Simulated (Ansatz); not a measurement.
Rows from a G0W0 calculation on Bi2Te2Se (R-3m) (Ansatz 0.2.0; G0W0 on r2SCAN, plane waves, PAW; 4×4×4 mesh, 156 empty bands, screening to 57 eV), in eV. Spin-orbit coupling is left out.

| row | k | band | start | Σx | Σc at the solution | Vxc |
| --- | --- | --- | --- | --- | --- | --- |
| A | Γ | c2 | 10.092 | -9.927 | -2.726 | -13.042 |
| B | Γ | c1 | 9.408 | -9.832 | -2.589 | -12.633 |
| C | Γ | v1 | 9.056 | -15.074 | 0.545 | -14.731 |
| D | Γ | v2 | 7.995 | -15.851 | 1.576 | -14.416 |

**Question.** Work out each quasiparticle level and how far it moved.

The quasiparticle equation reads E = start + Σx + Σc(E) − Vxc.

| row | E (eV) | shift (eV) |
| --- | --- | --- |
| A | 10.482 | +0.390 |
| B | 9.620 | +0.212 |
| C | 9.259 | +0.203 |
| D | 8.137 | +0.142 |

The gap over the computed points goes from 0.35 eV to 0.36 eV.

Limits: not at the basis limit; mesh may overstate the screening; no spin-orbit coupling.

[Runs of the session that timed out or met a known fault of the program may be left out.]

[Cells called generated may have been cut or substituted from an entry of the Crystallography Open Database or the Materials Project.]

[Hosts, paths, dates, database ids (printed as entryN), source tags and the programs' standing remarks are cut or masked in the printed files.]
